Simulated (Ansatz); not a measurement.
**What do other settings change for glassy 72SiO2-16K2O-12SrO (mol %) (92 atoms)?**

Density of this cell: 2.57 g/cm³. The cell holds 92 atoms: 23 Si, 10 K, 4 Sr and 55 O. Its edges and angles: a = 11.353 Å, b = 11.353 Å, c = 11.353 Å, α = 90.0°, β = 90.0°, γ = 90.0°. 92 atoms (23 Si, 10 K, 4 Sr, 55 O) placed at random at 2.62 g/cm³, melted at 4000 K for 10 ps at fixed volume with the Morse and Coulomb pair potential with partial charges (Pedone, Malavasi, Menziani, Cormack and Segre, J. Phys. Chem. B 110, 11780 (2006)). Quenched from 1500 K to 300 K at 50 K/ps and fixed volume, held 10 ps at zero pressure, then minimised at fixed cell.

Geometry: as built.

Reference run: Kohn-Sham DFT, PBE, PAW (set soft_2), plane waves (Ansatz 0.2.0), cutoff 420 eV, Γ point, gaussian smearing of 0.025 eV.

- r.m.s. force component: 0.9156 eV/Å
- pressure: 4.762 GPa
- gap (highest filled to lowest empty level): 2.19 eV
- SCF cycles: 9
- time: 36 s on 4 threads of AMD EPYC 7R43, shared host

Variants, in no order:
A. support functions medium
B. support functions medium, spacing 0.33 Å
C. support functions medium, spacing 0.275 Å

**Question.** Rank the variants by how far their forces lie from the reference's, least first.

A, C, B.

```csv
variant,"Δ force, r.m.s. (meV/Å)",share of r.m.s. force (%)
A. support functions medium,0.4,0.0437
"C. support functions medium, spacing 0.275 Å",4.28,0.467
"B. support functions medium, spacing 0.33 Å",43.8,4.78
```

[Logs are printed without paths, hosts, clocks, repeated set-up lines and the standing remarks that a program may print on its own settings, such as how far it seeks lower states.]

[Hosts, paths, dates, database ids (printed as entryN), source tags and the programs' standing remarks are cut or masked in the printed files.]
